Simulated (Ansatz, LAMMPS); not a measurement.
## Glassy 79P2O5-21K2O (mol %) (117 atoms): a short ab initio trajectory

Aim: follow glassy 79P2O5-21K2O (mol %) (117 atoms) for a short time with forces from DFT, then look at structure and electrons in the last frame.

Method: Kohn-Sham DFT, PBE, PAW (set soft_2), plane waves, in Ansatz 0.2.0.

### Step 1. Set-up

The cell holds 117 atoms: 30 P, 8 K and 79 O. Cell: a = 11.811 Å, b = 11.811 Å, c = 11.811 Å, α = 90.0°, β = 90.0°, γ = 90.0°. 117 atoms (30 P, 8 K, 79 O) placed at random at 2.42 g/cm³, melted at 4000 K for 10 ps at fixed volume with the Morse and Coulomb pair potential with partial charges (Pedone, Malavasi, Menziani, Cormack and Segre, J. Phys. Chem. B 110, 11780 (2006)). Quenched from 4000 K to 300 K at 10 K/ps and fixed volume, held 10 ps at zero pressure, then minimised at fixed cell.

Limits known from the start: The quench rate of 10 K/ps far exceeds what a furnace or splat quench reaches, so expect more defects and frozen-in strain than in a real sample. The starting topology of bonds comes from the classical model. Only the Γ point is sampled, in a cell whose shortest periodic width is 12 Å.

### Step 2. Dynamics started at 600 K

A Nosé–Hoover thermostat steers the temperature while disturbing the dynamics little. The time step is 1.0 fs.

Input file input.yaml:

```yaml
crystal:
  lattice:
    - [11.81051, 0.0, 0.0]
    - [0.0, 11.81051, 0.0]
    - [0.0, 0.0, 11.81051]
  atoms:
    - { symbol: P, position: [0.10516, 0.52006, 0.66543] }
    - { symbol: P, position: [0.8765, 0.28692, 0.44955] }
    - { symbol: P, position: [0.19906, 0.0631, 0.17663] }
    - { symbol: P, position: [0.83731, 0.52902, 0.67493] }
    [... 107 atom lines left out ...]
    - { symbol: O, position: [0.12805, 0.62399, 0.59045] }
    - { symbol: O, position: [0.10175, 0.11111, 0.88046] }
    - { symbol: O, position: [0.47529, 0.49857, 0.50691] }
    - { symbol: O, position: [0.36247, 0.30042, 0.15609] }
    - { symbol: O, position: [0.3213, 0.82856, 0.35031] }
    - { symbol: O, position: [0.59943, 0.97447, 0.8728] }
kpoints:
  mp_grid: { grid: [1, 1, 1] }
hamiltonian:
  xc: pbe
scf:
  occupations: { method: fixed }
output:
  forces: true
md:
  timestep: 1.0
  n_steps: 120
  ensemble: nvt_nose_hoover
  temperature: 600
  initial_velocities: maxwell_boltzmann
  seed: 5672
```

Started as:

```sh
$ ansatz run input.yaml --threads 4 --pin off --max-ram 8192MiB --backend cpu --events-out ev --progress --plain --runs-dir out
```

Elapsed: 23 min, on 4 threads of Arm Neoverse V2, shared host; peak memory 2.2 GiB; 89 min of CPU time.

The program notes that it switched symmetry off.

The trajectory, sampled:

| time (fs) | T (K) | potential (meV/atom) | conserved (meV/atom) |
| --- | --- | --- | --- |
| 0.0 | 600 | 0.0 | 0.00 |
| 8.0 | 668 | -8.7 | 0.05 |
| 16.0 | 872 | -35.2 | -0.11 |
| 24.0 | 611 | -2.3 | 0.05 |
| 32.0 | 509 | 10.3 | 0.04 |
| 40.0 | 674 | -11.4 | -0.02 |
| 48.0 | 783 | -26.1 | -0.02 |
| 56.0 | 734 | -21.1 | -0.05 |
| 64.0 | 687 | -16.3 | -0.01 |
| 72.0 | 761 | -27.3 | -0.01 |
| 80.0 | 793 | -33.6 | -0.08 |
| 88.0 | 619 | -13.2 | 0.04 |
| 96.0 | 672 | -21.7 | -0.02 |
| 104.0 | 767 | -35.9 | -0.06 |
| 112.0 | 705 | -29.8 | 0.00 |
| 120.0 | 737 | -35.8 | -0.07 |

Mean square displacement from the first frame to the last: P 0.11 Å², K 0.38 Å², O 0.24 Å².

Table of mean square displacement by time lag:

| time lag (fs) | K (Å²) | O (Å²) | P (Å²) |
| --- | --- | --- | --- |
| 1.0 | 4.1e-5 | 1.1e-4 | 5.9e-5 |
| 3.0 | 3.7e-4 | 9.6e-4 | 5.3e-4 |
| 5.0 | 0.00103 | 0.00263 | 0.00143 |
| 8.0 | 0.00263 | 0.00649 | 0.00350 |
| 10.0 | 0.00410 | 0.00981 | 0.00525 |
| 13.0 | 0.00689 | 0.0156 | 0.00824 |
| 15.0 | 0.00914 | 0.0199 | 0.0104 |
| 18.0 | 0.0131 | 0.0266 | 0.0136 |
| 20.0 | 0.0161 | 0.0311 | 0.0158 |
| 23.0 | 0.0211 | 0.0379 | 0.0189 |
| 25.0 | 0.0248 | 0.0425 | 0.0209 |
| 28.0 | 0.0308 | 0.0492 | 0.0237 |
| 30.0 | 0.0352 | 0.0536 | 0.0255 |
| 32.0 | 0.0398 | 0.0580 | 0.0271 |
| 35.0 | 0.0471 | 0.0645 | 0.0293 |
| 37.0 | 0.0522 | 0.0687 | 0.0306 |
| 40.0 | 0.0604 | 0.0749 | 0.0324 |
| 42.0 | 0.0661 | 0.0789 | 0.0335 |
| 45.0 | 0.0750 | 0.0847 | 0.0351 |
| 47.0 | 0.0811 | 0.0884 | 0.0362 |
| 50.0 | 0.0907 | 0.0940 | 0.0380 |
| 52.0 | 0.0973 | 0.0977 | 0.0395 |
| 55.0 | 0.108 | 0.103 | 0.0419 |
| 57.0 | 0.115 | 0.107 | 0.0438 |
| 60.0 | 0.125 | 0.113 | 0.0470 |

Over the second half of 120 fs the temperature averages 717 K with swings of 52 K r.m.s. The conserved energy stays within 0.11 meV/atom. From first frame to last K has the largest mean square displacement, 0.38 Å² at the end; the farthest move is 1.17 Å. The mean temperature of 717 K lies well off the 600 K of the input, so the thermostat hasn't yet brought the run to equilibrium. The count of bonds goes from 170 in the first frame to 171 in the last, by one set of cutoffs: 6 pairs passed out of them and 7 came within. The run spans 0.12 ps, too short for its means to be equilibrium values.

### Step 3. Local order late in the run

The g(r) is a mean over the second half; what follows it is taken at the last frame.

Density 2.53 g/cm³, 14.08 Å³ an atom.

Mean of 14 frames. g(r), total and by pair (bins of 0.2 Å):

| r (Å) | total | O-O | O-P | O-K | P-P | P-K | K-K |
| --- | --- | --- | --- | --- | --- | --- | --- |
| 1.30 | 0.01 | 0.00 | 0.03 | 0.00 | 0.00 | 0.00 | 0.00 |
| 1.50 | 3.12 | 0.00 | 9.04 | 0.00 | 0.00 | 0.00 | 0.00 |
| 1.70 | 1.46 | 0.00 | 4.21 | 0.00 | 0.00 | 0.00 | 0.00 |
| 1.90 | 0.13 | 0.00 | 0.39 | 0.00 | 0.00 | 0.00 | 0.00 |
| 2.10 | 0.02 | 0.02 | 0.04 | 0.00 | 0.00 | 0.00 | 0.00 |
| 2.30 | 0.42 | 0.87 | 0.01 | 0.27 | 0.00 | 0.00 | 0.00 |
| 2.50 | 1.84 | 3.71 | 0.03 | 1.57 | 0.00 | 0.00 | 0.00 |
| 2.70 | 1.08 | 1.90 | 0.06 | 2.01 | 0.24 | 0.00 | 0.00 |
| 2.90 | 0.72 | 0.84 | 0.35 | 1.14 | 1.74 | 0.00 | 0.00 |
| 3.10 | 0.94 | 0.83 | 0.61 | 0.83 | 3.92 | 0.41 | 0.00 |
| 3.30 | 0.87 | 0.90 | 0.80 | 0.66 | 1.00 | 1.44 | 0.40 |
| 3.50 | 0.91 | 0.84 | 1.13 | 0.70 | 0.14 | 1.52 | 1.40 |
| 3.70 | 1.09 | 0.67 | 1.76 | 0.85 | 0.09 | 1.97 | 4.63 |
| 3.90 | 1.19 | 0.73 | 1.98 | 0.75 | 0.68 | 1.31 | 2.39 |
| 4.10 | 1.11 | 0.80 | 1.61 | 0.84 | 0.76 | 1.36 | 2.10 |
| 4.30 | 0.97 | 0.85 | 1.07 | 1.06 | 1.11 | 0.92 | 3.17 |
| 4.50 | 0.97 | 1.11 | 0.73 | 0.85 | 1.30 | 1.07 | 2.37 |
| 4.70 | 1.10 | 1.35 | 0.74 | 1.08 | 1.56 | 0.80 | 0.14 |
| 4.90 | 1.13 | 1.32 | 0.83 | 1.11 | 1.52 | 0.81 | 1.25 |
| 5.10 | 1.01 | 1.25 | 0.65 | 0.90 | 1.48 | 0.88 | 0.62 |
| 5.30 | 0.93 | 1.03 | 0.76 | 1.14 | 1.18 | 0.38 | 1.13 |
| 5.50 | 0.94 | 0.89 | 1.00 | 0.98 | 0.92 | 0.91 | 1.16 |
| 5.70 | 1.02 | 0.90 | 1.22 | 1.02 | 0.83 | 0.91 | 0.86 |

Bonds by pair of elements; cutoffs follow the first minimum of g(r), held within bounds set by covalent radii, and pairs that aren't listed don't count as bonded:

| pair A-B | cutoff (Å) | bonds | mean length (Å) | spread (Å) | shortest (Å) | B about A | A about B |
| --- | --- | --- | --- | --- | --- | --- | --- |
| O-P | 2.11 | 122 | 1.58 | 0.098 | 1.42 | 1.54 | 4.07 |
| O-K | 3.38 | 49 | 2.84 | 0.281 | 2.34 | 0.62 | 6.12 |

How many atoms have how many bonded neighbours:

| element | mean | 1 | 2 | 3 | 4 | 5 | 6 | 7 |
| --- | --- | --- | --- | --- | --- | --- | --- | --- |
| K | 6.12 | 0 | 0 | 0 | 0 | 2 | 3 | 3 |
| O | 2.17 | 12 | 46 | 17 | 4 | 0 | 0 | 0 |
| P | 4.07 | 0 | 0 | 0 | 28 | 2 | 0 | 0 |

Bond angles, per cent of each kind in bins of 5°:

| angle (°) | O-P-O | O-K-O | K-O-P | P-O-P | K-O-K |
| --- | --- | --- | --- | --- | --- |
| 45–50 | 0.0 | 7.0 | 0.0 | 0.0 | 0.0 |
| 50–55 | 0.0 | 3.1 | 0.0 | 0.0 | 0.0 |
| 55–60 | 0.0 | 1.6 | 0.0 | 0.0 | 0.0 |
| 60–65 | 0.0 | 1.6 | 0.0 | 0.0 | 0.0 |
| 65–70 | 0.0 | 4.7 | 0.0 | 0.0 | 0.0 |
| 70–75 | 0.0 | 6.2 | 0.0 | 0.0 | 9.5 |
| 75–80 | 1.1 | 5.5 | 5.3 | 0.0 | 0.0 |
| 80–85 | 1.1 | 7.0 | 3.5 | 0.0 | 9.5 |
| 85–90 | 1.6 | 6.2 | 5.3 | 0.0 | 33.3 |
| 90–95 | 6.4 | 4.7 | 7.0 | 0.0 | 0.0 |
| 95–100 | 10.1 | 5.5 | 8.8 | 0.0 | 4.8 |
| 100–105 | 13.8 | 7.8 | 3.5 | 0.0 | 9.5 |
| 105–110 | 19.1 | 4.7 | 7.0 | 0.0 | 4.8 |
| 110–115 | 21.8 | 1.6 | 5.3 | 0.0 | 4.8 |
| 115–120 | 13.8 | 2.3 | 1.8 | 9.3 | 9.5 |
| 120–125 | 5.9 | 3.1 | 15.8 | 2.3 | 0.0 |
| 125–130 | 3.7 | 7.0 | 8.8 | 2.3 | 0.0 |
| 130–135 | 0.5 | 3.9 | 8.8 | 25.6 | 0.0 |
| 135–140 | 0.0 | 4.7 | 7.0 | 9.3 | 4.8 |
| 140–145 | 0.5 | 4.7 | 3.5 | 16.3 | 0.0 |
| 145–150 | 0.0 | 0.0 | 3.5 | 7.0 | 4.8 |
| 150–155 | 0.0 | 3.1 | 0.0 | 11.6 | 0.0 |
| 155–160 | 0.0 | 2.3 | 3.5 | 2.3 | 4.8 |
| 160–165 | 0.0 | 0.8 | 0.0 | 7.0 | 0.0 |
| 165–170 | 0.0 | 0.8 | 1.8 | 2.3 | 0.0 |
| 170–175 | 0.0 | 0.0 | 0.0 | 2.3 | 0.0 |
| 175–180 | 0.5 | 0.0 | 0.0 | 2.3 | 0.0 |

Bond angles (no mean is given where the spread exceeds 20°):

| angle | count | mean (°) | spread (°) |
| --- | --- | --- | --- |
| O-P-O | 188 | 109 | 11.3 |
| O-K-O | 128 | - | - |
| K-O-P | 57 | - | - |
| P-O-P | 43 | 142 | 14.4 |
| K-O-K | 21 | - | - |

Oxygen atoms by the number of network formers (Si, P, Ge, B, Al, As, Ga) bound to them:

| network formers bound to O | O atoms | per cent |
| --- | --- | --- |
| 0 | 0 | 0 |
| 1 | 36 | 45.6 |
| 2 | 43 | 54.4 |

Network units: each former by its oxygen neighbours and how many of them bridge to another former:

| former | O neighbours | bridging O | atoms |
| --- | --- | --- | --- |
| P | 4 | 2 | 10 |
| P | 4 | 3 | 15 |
| P | 4 | 4 | 3 |
| P | 5 | 4 | 1 |
| P | 5 | 5 | 1 |

Bond length by coordination (bonds to H left out):

| element | coordination | atoms | mean bond length (Å) |
| --- | --- | --- | --- |
| K | 5 | 2 | 2.86 |
| K | 6 | 3 | 2.78 |
| K | 7 | 3 | 2.88 |
| O | 1 | 12 | 1.47 |
| O | 2 | 46 | 1.72 |
| O | 3 | 17 | 2.27 |
| O | 4 | 4 | 2.51 |
| P | 4 | 28 | 1.57 |
| P | 5 | 2 | 1.69 |

Rings of the network by King's shortest-path rule, up to 12 atoms, one path for each pair of neighbours; H, halogens, alkali and alkaline-earth atoms are left out, and the last column divides by all other atoms, bonded or not:

| ring size (atoms) | rings | per network atom |
| --- | --- | --- |
| 10 | 4 | 0.037 |
| 12 | 2 | 0.018 |

For some of the pairs, g(r) has its first main peak near 2.5 Å (O-O), 1.6 Å (O-P), 2.7 Å (O-K), 3.1 Å (P-P), 3.6 Å (P-K) and 3.8 Å (K-K). Counting bonds as in the table, 38 % of K atoms have 6 and as many 7, 58 % of O atoms have 2 and 93 % of P atoms have 4 bonded neighbours. The O-P-O angle averages 109° with a spread of 11°. 54 % of the oxygens bridge two formers (P) and 46 % are non-bridging. The commonest P unit has 4 oxygens, 3 of them shared with other formers (15 of 30 atoms). Rings of 10 atoms are the most common (67 % of those counted); sizes run from 10 to 12, where the search stops.

### Step 4. Single point at the last frame

The last frame is solved once more, with the analyses that the dynamics left out.

Input file input.yaml:

```yaml
crystal:
  lattice:
    - [11.81051, 0.0, 0.0]
    - [0.0, 11.81051, 0.0]
    - [0.0, 0.0, 11.81051]
  atoms:
    - { symbol: P, position: [0.10809, 0.51809, 0.67662] }
    - { symbol: P, position: [0.88864, 0.28074, 0.46178] }
    - { symbol: P, position: [0.18072, 0.05517, 0.17129] }
    - { symbol: P, position: [0.83391, 0.53306, 0.68411] }
    [... 107 atom lines left out ...]
    - { symbol: O, position: [0.11431, 0.64648, 0.6298] }
    - { symbol: O, position: [0.07227, 0.11164, 0.86193] }
    - { symbol: O, position: [0.47991, 0.49591, 0.52746] }
    - { symbol: O, position: [0.33897, 0.30284, 0.16886] }
    - { symbol: O, position: [0.32695, 0.82715, 0.32927] }
    - { symbol: O, position: [0.54945, 0.0054, 0.79332] }
kpoints:
  mp_grid: { grid: [1, 1, 1] }
hamiltonian:
  xc: pbe
scf:
  occupations: { method: fixed }
output:
  forces: true
  stress: true
  populations: true
  dos:
    method: { smearing: { sigma: 0.15 } }
    de: 0.1
    projected: { site_lists: { K: [K], O: [O], P: [P] } }
  eigenvalues: true
  write_density: true
  write_potential: true
  volumetric_format: npy
  elf: true
```

It took 32 s on 4 threads; peak memory 2.3 GiB.

Read from the output:

```yaml
free_energy: -79824.2308 eV
free_energy_per_atom: -682.2584 eV/atom
scf_cycles: 10
pressure: 2.574 GPa
r_m_s_force_component: 1.245 eV/Å
longest_force: 4.378 eV/Å
fermi_energy: 3.533 eV
spacing_of_highest_filled_and_lowest_empty_level: 2.624 eV
spilling_of_the_projection: 0.0168
```

Neighbours are counted within 2.11 Å (O-P), 3.38 Å (O-K), the cutoffs taken from the dynamics.

Length of the force by element and coordination:

| element | coordination | atoms | mean length of the force (eV/Å) | spread | least | most |
| --- | --- | --- | --- | --- | --- | --- |
| K | all | 8 | 0.579 | 0.194 | 0.261 | 0.940 |
| K | 5 | 2 | 0.434 | 0.0366 | 0.398 | 0.471 |
| K | 6 | 3 | 0.605 | 0.278 | 0.261 | 0.940 |
| K | 7 | 3 | 0.648 | 0.054 | 0.587 | 0.718 |
| O | all | 79 | 1.63 | 0.774 | 0.353 | 3.88 |
| O | 1 | 12 | 1.72 | 0.859 | 0.353 | 3.69 |
| O | 2 | 46 | 1.72 | 0.858 | 0.361 | 3.88 |
| O | 3 | 17 | 1.44 | 0.399 | 0.670 | 2.22 |
| O | 4 | 4 | 1.19 | 0.142 | 1.07 | 1.44 |
| P | all | 30 | 2.96 | 0.818 | 1.38 | 4.38 |
| P | 4 | 28 | 2.95 | 0.845 | 1.38 | 4.38 |
| P | 5 | 2 | 3.17 | 0.0727 | 3.09 | 3.24 |

Löwdin charges by element and coordination (they lack the spilled electrons, 0.100 e an atom on average):

| element | coordination | atoms | mean charge (e) | spread | least | most |
| --- | --- | --- | --- | --- | --- | --- |
| K | all | 8 | 0.837 | 0.0095 | 0.824 | 0.855 |
| K | 5 | 2 | 0.843 | 0.0053 | 0.838 | 0.849 |
| K | 6 | 3 | 0.837 | 0.0134 | 0.824 | 0.855 |
| K | 7 | 3 | 0.834 | 0.0025 | 0.832 | 0.838 |
| O | all | 79 | -0.758 | 0.0649 | -0.892 | -0.646 |
| O | 1 | 12 | -0.781 | 0.0398 | -0.830 | -0.682 |
| O | 2 | 46 | -0.730 | 0.0541 | -0.866 | -0.646 |
| O | 3 | 17 | -0.798 | 0.0655 | -0.892 | -0.693 |
| O | 4 | 4 | -0.836 | 0.0567 | -0.887 | -0.741 |
| P | all | 30 | 2.16 | 0.0535 | 2.06 | 2.28 |
| P | 4 | 28 | 2.17 | 0.0535 | 2.06 | 2.28 |
| P | 5 | 2 | 2.11 | 0.011 | 2.10 | 2.12 |

States in the cell by windows of 1 eV, zero at the Fermi level; the larger projections on atomic orbitals stand beside the total:

| from (eV) | to (eV) | total | O p | P p | O s |
| --- | --- | --- | --- | --- | --- |
| -10 | -9 | 16.8 | 11.3 | 4.1 | 0.6 |
| -9 | -8 | 12.5 | 8.4 | 3.0 | 0.5 |
| -8 | -7 | 14.5 | 10.4 | 1.8 | 1.6 |
| -7 | -6 | 39.7 | 30.6 | 3.7 | 3.8 |
| -6 | -5 | 58.6 | 47.0 | 4.1 | 5.0 |
| -5 | -4 | 62.5 | 52.8 | 3.4 | 3.9 |
| -4 | -3 | 56.7 | 50.3 | 2.3 | 2.4 |
| -3 | -2 | 70.9 | 64.5 | 3.0 | 1.2 |
| -2 | -1 | 58.4 | 54.2 | 2.1 | 0.5 |
| -1 | 0 | 29.9 | 28.6 | 0.4 | 0.1 |
| 0 | 1 | 1.0 | 1.0 | 0.0 | 0.0 |
| 1 | 2 | 0.0 | 0.0 | 0.0 | 0.0 |
| 2 | 3 | 2.0 | 0.3 | 0.3 | 0.4 |
| 3 | 4 | 8.1 | 1.7 | 1.5 | 1.3 |
| 4 | 5 | 14.9 | 3.1 | 3.9 | 2.0 |

With fixed occupations the program's Fermi level is the highest filled level; weight inside the gap is the broadening of levels at its edges.

Between -26 and -10 eV lie 259 more states.

The levels nearest the highest filled one (over half full), pooled over k-points and spins:

| level less the highest filled one (eV) | occupation |
| --- | --- |
| -0.411 | 2 |
| -0.399 | 2 |
| -0.319 | 2 |
| -0.247 | 2 |
| -0.0427 | 2 |
| 0 | 2 |
| 2.62 | 0 |
| 3.40 | 0 |
| 3.57 | 0 |
| 3.81 | 0 |
| 3.87 | 0 |
| 4.21 | 0 |

Mean Löwdin charges: K +0.84, O -0.76, P +2.16 e (they miss 1.7 % of the electrons, so they add up to more than the cell's charge).

### Step 5. Results

```json
{
 "mean temperature, second half": "716.9 K",
 "temperature swing, second half": "51.64 K",
 "slope of the conserved energy against time, by least squares": "-0.3211 meV/atom/ps",
 "free energy per atom": "-682.2584 eV/atom",
 "pressure": "2.574 GPa",
 "r.m.s. force component": "1.245 eV/Å",
 "gap (highest filled to lowest empty level)": "2.624 eV",
 "wall time of the 2 DFT runs": "23 min"
}
```

**Reading.** Over the second half of 120 fs the temperature averages 717 K with swings of 52 K r.m.s. The conserved energy stays within 0.11 meV/atom. The mean temperature of 717 K lies well off the 600 K of the input, so the thermostat hasn't yet brought the run to equilibrium. The count of bonds goes from 170 in the first frame to 171 in the last, by one set of cutoffs: 6 pairs passed out of them and 7 came within. The run spans 0.12 ps, too short for its means to be equilibrium values. Counting bonds as in the table, 38 % of K atoms have 6 and as many 7, 58 % of O atoms have 2 and 93 % of P atoms have 4 bonded neighbours. 54 % of the oxygens bridge two formers (P) and 46 % are non-bridging.

Filled and empty levels are parted by 2.62 eV (at Γ alone); a semilocal functional tends to put such gaps too low. In a disordered cell it changes from sample to sample, and tail or defect levels can set it.

What to keep in mind: The starting topology of bonds comes from the classical model; in DFT 6 of its 170 bonded pairs passed out of the cutoffs and 7 came within them. The pressure of 2.6 GPa is that of one thermal frame at a volume set beforehand, without the kinetic term.

[Logs are printed without paths, hosts, clocks, repeated set-up lines and the standing remarks that a program may print on its own settings, such as how far it seeks lower states.]

[Hosts, paths, dates, database ids (printed as entryN), source tags and the programs' standing remarks are cut or masked in the printed files.]
